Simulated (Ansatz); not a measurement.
# Heat carried by phonons in NaI (Fm-3m), part 2 of 2

Aim: the lattice thermal conductivity of NaI against temperature, and which phonons carry it.

What experiment has found for this phase:
- thermal conductivity 1.8 W/m/K near room temperature (given in “Combining the AFLOW GIBBS and Elastic Libraries to efficiently and robustly screen thermo-mechanical properties of solids”, 2017, arXiv:1611.05714)
- thermal conductivity 1.8 W/m/K near room temperature (given in “Predicting the lattice thermal conductivity of solids by solving the Boltzmann transport equation: AFLOW - AAPL an automated, accurate and efficient framework”, 2017, arXiv:1611.05481)

Ansatz 0.2.0; DFT LDA, scalar-relativistic, plane waves, PAW; PAW set soft_1 (the session's first sound run).

So far. Step 2 (Probe on a coarse mesh): The start is under -1.6 GPa at this level and looks like an insulator or semiconductor on this mesh. Step 5 (Tight relaxation): The residual pressure is -0.0099 GPa, small enough for phonons. The relaxed cell has a = 6.261 Å (conventional setting).

### Step 6. Relaxing at another setting

The functional, the potentials or the cutoff change, so the crystal is relaxed again at the new setting.

This step: DFT LDA, spin-orbit coupling, plane waves, PAW; PAW set soft_1 (Ansatz 0.2.0).

The input, input.yaml:

```yaml
crystal:
  lattice:
    - [0.0, 3.1305896992, 3.1305896992]
    - [3.1305896992, 0.0, 3.1305896992]
    - [3.1305896992, 3.1305896992, 0.0]
  atoms:
    - { symbol: Na, position: [0.0, 0.0, 0.0] }
    - { symbol: I, position: [0.5, 0.5, 0.5] }
kpoints:
  mp_grid: { grid: [6, 6, 6] }
hamiltonian:
  xc: lda
  pseudopotentials: { kind: paw_fr, azcp: { folder: soft_1 }, xc_functional: pbe }
scf:
  occupations: { method: fixed }
  lower_state_search: "off"
output:
  forces: true
  stress: true
  eigenvalues: true
magnetization:
  noncollinear: true
  spin_orbit: true
relax:
  adjacent_minimum: "off"
  f_tol: 0.001
  max_steps: 60
  cell: { stress_tol: 0.01 }
```

Run with:

```bash
$ ansatz run input.yaml --threads 18 --pin off --max-ram 92160MiB --backend cuda --events-out ev --progress --plain --runs-dir out
```

Numbers of over 12 decimals in the logs are rounded to 6 here.

Log:

```text
[...]
non-collinear run that drives no moment, with spin-orbit: no starting moment large enough to seed its density (crystal.atoms[].spin), no starting occupations that ask for one, no magnetisation constraint and no magnetic field, so the semilocal B_xc is pinned to zero
[...]
Crystal: 2 atoms, lattice volume = 61.363 Å³
Basis set: ecut = 420 eV, 1243 PW (Γ)
Bands: 34, of which v1, the nominal top of the filled ones, is band 26 counted from 1 (25 counted from 0)
Symmetry: 48 space group operations + 48 with time reversal
[...]
k-points: 16 of 216
Projection manifold: j_resolved (fully-relativistic pseudo-atomic orbitals)
[...]
SCF iter   1: F=—  HF=-8829.138626 eV  |F-HF|=—  |Δ(HF+E_count)|=         —  Δρ=6.06e-2  dr2=2.20e0  dr2_m=0.00e0 (ungated)  ethr=3.10e-3  |M|=0.00e0 ∫|m|=0.00e0 μB  |m|>n=0.0e0 m-floor=0.0e0 τ_xc=0.0e0  β_m=0.30  ⟨swp⟩=8.9  Hψ=1234  notcnv=0  defer=68
[...]
SCF iter   2: F=—  HF=-8828.240022 eV  |F-HF|=—  |Δ(HF+E_count)|=   8.99e-1  Δρ=2.82e-2  dr2=4.75e-1  dr2_m=0.00e0 (ungated)  ethr=3.10e-3  |M|=0.00e0 ∫|m|=0.00e0 μB  |m|>n=0.0e0 m-floor=0.0e0 τ_xc=0.0e0  β_m=0.42  ⟨swp⟩=3.2  Hψ=535  notcnv=0  defer=62
[...]
SCF iter   7: F=-8828.022320 eV  HF=-8828.022320 eV  |F-HF|=5.84e-10  |Δ(HF+E_count)|=   9.47e-8  Δρ=2.78e-6  dr2=2.70e-9  dr2_m=0.00e0 (ungated)  ethr=3.85e-10  |M|=0.00e0 ∫|m|=0.00e0 μB  |m|>n=0.0e0 m-floor=0.0e0 τ_xc=0.0e0  ⟨swp⟩=17.6  Hψ=1924  notcnv=0
SCF 1 converged in 7 iterations: F = -8828.022320 eV  dr2 = 2.70e-9
[...]
relax step   1: F+E_penalty+E_count = -8828.02231962 eV  Δ(F+E_penalty+E_count) = +0.000e0 eV  max|allowed force component| = 2.626e-29 eV/Å  Δτ_max = 0.0000 Å  P = +0.023 GPa  Ω = 61.363 Å³  (7 SCF iters, dr2 threshold 1.00e-7 eV, accepted)
[...]
Crystal: 2 atoms, lattice volume = 61.404 Å³
Projection manifold: j_resolved (fully-relativistic pseudo-atomic orbitals)
[...]
SCF iter   1: F=—  HF=-8828.022318 eV  |F-HF|=—  |Δ(HF+E_count)|=         —  Δρ=2.36e-5  dr2=5.28e-7  dr2_m=0.00e0 (ungated)  ethr=1.54e-9  |M|=0.00e0 ∫|m|=0.00e0 μB  |m|>n=0.0e0 m-floor=0.0e0 τ_xc=0.0e0  β_m=0.30  ⟨swp⟩=3.4  Hψ=1170  notcnv=0  defer=10
[...]
SCF 2 converged in 4 iterations: F = -8828.022318 eV  dr2 = 9.56e-10
relax step   2: F+E_penalty+E_count = -8828.02231819 eV  Δ(F+E_penalty+E_count) = +1.434e-6 eV  max|allowed force component| = 8.415e-30 eV/Å  Δτ_max = 0.0000 Å  P = +0.009 GPa  Ω = 61.404 Å³  energy of the carried Pulay correction = -5.574e-6 eV  (4 SCF iters, dr2 threshold 1.33e-9 eV, accepted)
[...]
SCF iter   6: F=-8828.022318 eV  HF=-8828.022318 eV  |F-HF|=1.82e-12  |Δ(HF+E_count)|=  3.64e-12  Δρ=1.68e-8  dr2=2.40e-13  dr2_m=0.00e0 (ungated)  ethr=1.00e-12  |M|=0.00e0 ∫|m|=0.00e0 μB  |m|>n=0.0e0 m-floor=0.0e0 τ_xc=0.0e0  ⟨swp⟩=4.5  Hψ=822  notcnv=0
SCF 3 converged in 6 iterations: F = -8828.022318 eV  dr2 = 2.40e-13
relax step   3: F+E_penalty+E_count = -8828.02231819 eV  Δ(F+E_penalty+E_count) = +2.128e-9 eV  max|allowed force component| = 8.677e-30 eV/Å  Δτ_max = 0.0000 Å  P = +0.009 GPa  Ω = 61.404 Å³  stress off target by 9.23e-3 GPa  SCF on the basis re-selected at this cell (its energy is not comparable with the rows above)  (6 SCF iters)
[...]
SCF converged after 6 iterations
Magnetization: |M| = 0.0000 μB,  M = (+0.0000, +0.0000, +0.0000) μB
Absolute magnetization: 0.0000 μB (∫|m|)
  site 0: m = (+0.0000, +0.0000, +0.0000) μB, |m| = 0.0000 μB  (R = 1.29 Å)
  site 1: m = (+0.0000, +0.0000, +0.0000) μB, |m| = 0.0000 μB  (R = 1.29 Å)
Free energy (F): -8828.022318 eV
[...]
Internal energy: -8828.022318 eV  (E = F + TS)
E sigma→0 (E₀):  -8828.022318 eV
Fermi energy:    4.114294 eV
[...]
--- Stress (GPa, compression-positive) ---
        0.009225      -0.000000      -0.000000
       -0.000000       0.009225       0.000000
       -0.000000      -0.000000       0.009225
  P = ⅓ Tr σ = 0.0092 GPa (0.092 kbar)
--- Band table (eV; the first three rows and the last of 16) ---
  k-point 0: bands = [... 22 lower, 4.1143, 4.1143, 4.1143, 4.1143, 7.3752, 7.3752, 11.5831, 11.5831, ... 4 higher]
  k-point 1: bands = [... 22 lower, 3.5593, 3.5593, 4.0118, 4.0118, 8.2699, 8.2699, 11.1108, 11.1108, ... 4 higher]
  k-point 2: bands = [... 22 lower, 3.1909, 3.1909, 3.8245, 3.8245, 8.7388, 8.7388, 11.4105, 11.4105, ... 4 higher]
  k-point 15: bands = [... 22 lower, 2.3866, 2.3866, 2.8374, 2.8374, 9.0750, 9.0750, 10.0744, 10.0744, ... 4 higher]
--- Relaxed structure (2 steps of the walk, 2 accepted, 1 SCFs on fresh bases) ---
[...]
cell:  # Å, volume = 61.4043 Å³
    - [0, 3.131288, 3.131288]
    - [3.131288, 0, 3.131288]
    - [3.131288, 3.131288, 0.0]
  atoms:
    - { symbol: Na, position: [0, 0, 0] }
    - { symbol: I, position: [0.500000, 0.500000, 0.500000] }
```

Wall time 2.1 s (1 × NVIDIA GB200 with 18 threads of Arm Neoverse V2, shared host); peak memory 1.1 GiB; 8.4 s of CPU time.

Little changed from the start: no atom moved by 0.005 Å and no cell edge by 0.1 %.

Numbers from this step:

* pressure: 0.009225 GPa
* gap on the k-mesh: 3.261 eV
* volume per atom: 30.70 Å³/atom

The residual pressure is 0.0092 GPa, small enough for phonons.

### Step 7. A cheap rung

A small supercell and a short cutoff cost little, and show how far such settings carry.

The input, input.yaml:

```yaml
crystal:
  lattice:
    - [0.0, 3.1312878606, 3.1312878606]
    - [3.1312878606, 0.0, 3.1312878606]
    - [3.1312878606, 3.1312878606, 0.0]
  atoms:
    - { symbol: Na, position: [0.0, 0.0, 0.0] }
    - { symbol: I, position: [0.5, 0.5, 0.5] }
kpoints:
  mp_grid: { grid: [8, 8, 8] }
hamiltonian:
  xc: lda
  pseudopotentials: { kind: paw_fr, azcp: { folder: soft_1 }, xc_functional: pbe }
scf:
  occupations: { method: fixed }
  lower_state_search: "off"
output:
  eigenvalues: true
magnetization:
  noncollinear: true
  spin_orbit: true
phonons:
  method: fd
  dielectric: true
  qmesh: [4, 4, 4]
  temperatures: { t_max: 1000, t_step: 50 }
  qpath:
    path:
      - [[0.0, 0.0, 0.0], [0.5, 0.0, 0.5], [0.5, 0.25, 0.75], [0.375, 0.375, 0.75], [0.0, 0.0, 0.0], [0.5, 0.5, 0.5], [0.625, 0.25, 0.625], [0.5, 0.25, 0.75], [0.5, 0.5, 0.5], [0.375, 0.375, 0.75]]
      - [[0.625, 0.25, 0.625], [0.5, 0.0, 0.5]]
    npoints: 10
  third_order: { supercell: [2, 2, 2], pair_cutoff: 3.281 }
  lattice_thermal_conductivity:
    qmesh: [17, 17, 17]
    temperatures: [100.0, 150.0, 200.0, 300.0, 400.0, 500.0]
    isotope_mass_variance: [{ species: I, variance: 0.0 }, { species: Na, variance: 0.0 }]
```

Log:

```text
Warning: phonons.dielectric: true without phonons.rigid_motions: the static dielectric tensor ε⁰ will be withheld (ε∞, Z* and the rows of modes are given); for a crystal or a slab, whose only rigid motions are the translations, set phonons.rigid_motions: translations
[...]
concurrent solve slots: 14 of 18 are kept, ahead of what memory takes: no pass of the eigensolver takes more rounds on 14
[...]
Crystal: 8 atoms, lattice volume = 245.617 Å³
Basis set: ecut = 420 eV, 4831 PW (Γ), FFT grids on a1, a2, −a1+2a2+a3
Bands: 126, of which v1, the nominal top of the filled ones, is band 104 counted from 1 (103 counted from 0)
Symmetry: 16 space group operations + 16 with time reversal
k-points: 42 of 128
Projection manifold: j_resolved (fully-relativistic pseudo-atomic orbitals)
[...]
SCF iter   1: F=—  HF=-35312.090478 eV  |F-HF|=—  |Δ(HF+E_count)|=         —  Δρ=3.65e-8  dr2=1.33e-12  dr2_m=0.00e0 (ungated)  ethr=1.00e-12  |M|=0.00e0 ∫|m|=0.00e0 μB  |m|>n=0.0e0 m-floor=0.0e0 τ_xc=0.0e0  β_m=0.30  ⟨swp⟩=3.0  Hψ=6692  notcnv=0
[...]
spin=Noncollinear: Resta preconditioning applied to the charge; magnetization (m_x, m_y, m_z) channels mix plain (no charge-response kernel on spin).
SCF iter   2: F=-35312.090478 eV  HF=-35312.090478 eV  |F-HF|=7.28e-12  |Δ(HF+E_count)|=    0.00e0  Δρ=2.08e-8  dr2=4.36e-13  dr2_m=0.00e0 (ungated)  ethr=1.00e-12  |M|=0.00e0 ∫|m|=0.00e0 μB  |m|>n=0.0e0 m-floor=0.0e0 τ_xc=0.0e0  ⟨swp⟩=2.9  Hψ=5213  notcnv=0
SCF 1 converged in 2 iterations: F = -35312.090478 eV  dr2 = 4.36e-13
[...]
Crystal: 2 atoms, lattice volume = 61.404 Å³
Basis set: ecut = 420 eV, 1243 PW (Γ), exchange–correlation on 60×60×60 points (8 copies of the dense FFT grid, shifted against one another)
Bands: 34, of which v1, the nominal top of the filled ones, is band 26 counted from 1 (25 counted from 0)
Symmetry: 48 space group operations + 48 with time reversal
k-points: 59 of 512 (irreducible under 8 space group operations + 8 anti-unitary, time reversal used)
Projection manifold: j_resolved (fully-relativistic pseudo-atomic orbitals)
[...]
SCF 2 converged in 3 iterations: F = -8828.022620 eV  dr2 = 5.70e-11
[...]
supercell 2 (4 cells, vectors [1, 0, 0], [-1, 1, 1], [0, 0, 4] in multiples of the cell's): 2 displaced members by 0.0025 Å; free energy -35312.090478 eV; taken off its force constants: by the sum rule 1.7e-3, by the symmetrisation 1.9e-3 eV/Å²; Γ matrix within 5.0e-4 eV/Å² of supercell 1's
  symmetry images taken by strict's conditions (phonons.symmetry_images: auto; settled by no image being taken that strict refuses)
[...]
q = [0.0000, 0.0000, 0.0000] (star 1, supercell 1; hermiticity 1.35e-17, symmetrization 1.65e-4): 0.00 0.00 0.00 130.47 130.47 130.47
[...]
joined force constants: q→R imaginary residual 6.89e-17
  density of states and harmonic sums: on the 20×20×20 q-mesh, interpolated from the force constants of a 4×4×4 supercell (with the dipole–dipole term)
  largest difference from the sums on the solved wave vectors: F 1.46e-2 eV, S 1.87e-5 and C_V 4.00e-6 eV/K
  zero-point energy: 0.036079 eV/cell   skipped modes (ω ≤ 0): 3   left out of the sums: 6.25e-5 of the cell's modes: C_V's classical limit lies that fraction below 3 k_B per atom; for a crystal, a wire or a layer, F and S can be off by more, and a phonons.interpolated_qmesh denser along its periods is the remedy for the sampling
--- Third-order force constants: 22 member SCFs in a 2×2×2 supercell (pair cutoff 3.281 Å, amplitude 0.03 Å, SCF threshold 1.00e-9 eV, Σ member SCF iterations 154) ---
[...]
38 force-constant blocks with the first atom in the home cell, fitted with 6 parameters over 4 symmetry orbits; no atom triplet left out
  sum-rule residual: 8.089e-2 → 5.551e-17 eV/Å³; symmetrization residual: 1.013e-2 eV/Å³; largest sum-rule correction relative to its orbit: 2.513e-2, on the orbit of the block of home site 0 with site 1 of cell (-1, -1, 0) and site 0 of cell (0, 0, 0), whose norm before the correction was 3.427e0 eV/Å³
--- Lattice thermal conductivity: 17×17×17 mesh (165 irreducible points), tetrahedron method ---
  three-phonon and isotope scattering only; four-phonon, boundary and, in a metal, phonon-electron scattering are left out
  each conductivity is what the modes' populations carry and what the coherences between them add
  conductivity (a third of the tensor's trace), W/(m K), in the relaxation-time approximation and from the full solution:
       T (K)   relaxation time   full solution  iterations             ending  least Ritz value
      100.00           17.5689         18.5606           9          converged          4.971e-1
      150.00           10.6692         11.2050           9          converged          4.921e-1
      200.00            7.7477          8.1181           9          converged          4.904e-1
      300.00            5.0612          5.2935           9          converged          4.892e-1
      400.00            3.7815          3.9519           9          converged          4.887e-1
      500.00            3.0289          3.1639           9          converged          4.885e-1
```

Elapsed: 71 s, on 1 × NVIDIA GB200 with 18 threads; peak memory 2.3 GiB.

This step gave:

```yaml
gamma_frequencies: 0, 0, 0, 130.5, 130.5, 130.5 cm⁻¹ (negative: imaginary)
lowest_frequency_on_the_path: 0 cm⁻¹
zero_point_energy: 0.03608 eV/cell
point_group: m-3m
highest_frequency: 180.3 cm⁻¹
debye_temperature_from_the_second_moment: 199 K
kappa_at_300_k_relaxation_time: 5.061 W/m/K
kappa_at_300_k_full_solution: 5.293 W/m/K
dipole_term: run
mean_free_path_at_half_of_kappa: 35 nm
share_of_kappa_above_the_three_lowest_branches: 0.031
third_order_blocks: 38
periodic_aliases_dropped: 0
largest_relative_sum_rule_correction: 0.02513
displaced_cells_third_order: 22
```

W/m/K. Kappa, by row:

```
T (K)  RTA xx  RTA yy  RTA zz  full xx  full yy  full zz  coherence part xx  coherence part yy  coherence part zz     ending  iterations  least Ritz value
  100   17.57   17.57   17.57    18.56    18.56    18.56            0.02338            0.02338            0.02338  converged           9             0.497
  150   10.67   10.67   10.67    11.21    11.21    11.21            0.03108            0.03108            0.03108  converged           9             0.492
  200   7.748   7.748   7.748    8.118    8.118    8.118            0.03687            0.03687            0.03687  converged           9              0.49
  300   5.061   5.061   5.061    5.293    5.293    5.293            0.04579            0.04579            0.04579  converged           9             0.489
  400   3.782   3.782   3.782    3.952    3.952    3.952            0.05247            0.05247            0.05247  converged           9             0.489
  500   3.029   3.029   3.029    3.164    3.164    3.164            0.05767            0.05767            0.05767  converged           9             0.489
```

This rung gives 5.06 W/(m K) at 300 K by relaxation time, but with 16 atoms, 1 neighbour distance inside the cutoff and a 17×17×17 mesh it is a test, not the conductivity of the crystal.

### Step 8. Summary of results

- conductivity: not obtained on sound settings

No conductivity was obtained: no run with a large enough supercell and cutoff finished.

[Logs are printed without paths, hosts, clocks, repeated set-up lines and the standing remarks that a program may print on its own settings, such as how far it seeks lower states.]

[Hosts, paths, dates, database ids (printed as entryN), source tags and the programs' standing remarks are cut or masked in the printed files.]

[A step with changed settings may run another functional than the one named; its input shows which.]
